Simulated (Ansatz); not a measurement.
Planning a GW calculation on SrTiO3 (Tausonite).

The structure is cubic, space group Pm-3m (No. 221). The conventional cell has a = 3.905 Å, b = 3.905 Å, c = 3.905 Å, α = 90.00°, β = 90.00°, γ = 90.00°. Nearest to Sr lie 12 O at 2.76 Å. Ti has 6 O at 1.95 Å nearest. O has 2 Ti at 1.95 Å and 4 Sr at 2.76 Å nearest. Farther neighbours and most contacts between anions are not listed.

```xyz
5
Lattice="3.9053 0.0000 0.0000 0.0000 3.9053 0.0000 0.0000 0.0000 3.9053" Properties=species:S:1:pos:R:3 pbc="T T T"
Sr    1.9526    1.9526    1.9526
Ti    0.0000    0.0000    0.0000
O     1.9526    0.0000    0.0000
O     0.0000    1.9526    0.0000
O     0.0000    0.0000    1.9526
```

The cell and positions come from the Crystallography Open Database and are kept as given unless a step says otherwise.

Runs so far (Ansatz 0.2.0, start PBE, PAW set soft_1 files, 4×4×4 mesh). Times are wall times on 1 × NVIDIA H100 80GB HBM3 (shared by 6 runs) with 2 threads of AMD EPYC 7R13 (Zen 3), shared host, good to a factor of about two.

```tsv
bands summed	cutoff (eV)	gap on the mesh (eV)	time
67	50	3.608	3.6 s
155	100	3.397	5.8 s
268	150	3.404	6.1 s
461	220	3.448	12 s
```

**Question.** What should the next rung give, with 722 bands and screening to 300 eV, and where is the limit?

The error falls about as one over the bands when the cutoff rises with them. A line through the two highest rungs given predicts 3.470 eV; the run gave 3.475 eV, close to it. The two highest rungs put the limit near 3.523 eV, the pair below near 3.509 eV; their difference is a rough measure of what is unsettled in bands and cutoff; the mesh is a separate error.

Gaps are over the mesh's points; an edge off the mesh would be missed. Limits: not at the basis limit; no spin-orbit coupling; coarse k mesh.

[Paths, hosts, dates, memory and timing lines, banners, echoed tables and standing remarks are left out of the program output.]

[Logs are printed without paths, hosts, clocks, repeated set-up lines and the standing remarks that a program may print on its own settings, such as how far it seeks lower states.]

[Runs of the session that timed out or met a known fault of the program may be left out.]

[Cells called generated may have been cut or substituted from an entry of the Crystallography Open Database or the Materials Project.]

[Hosts, paths, dates, database ids (printed as entryN), source tags and the programs' standing remarks are cut or masked in the printed files.]
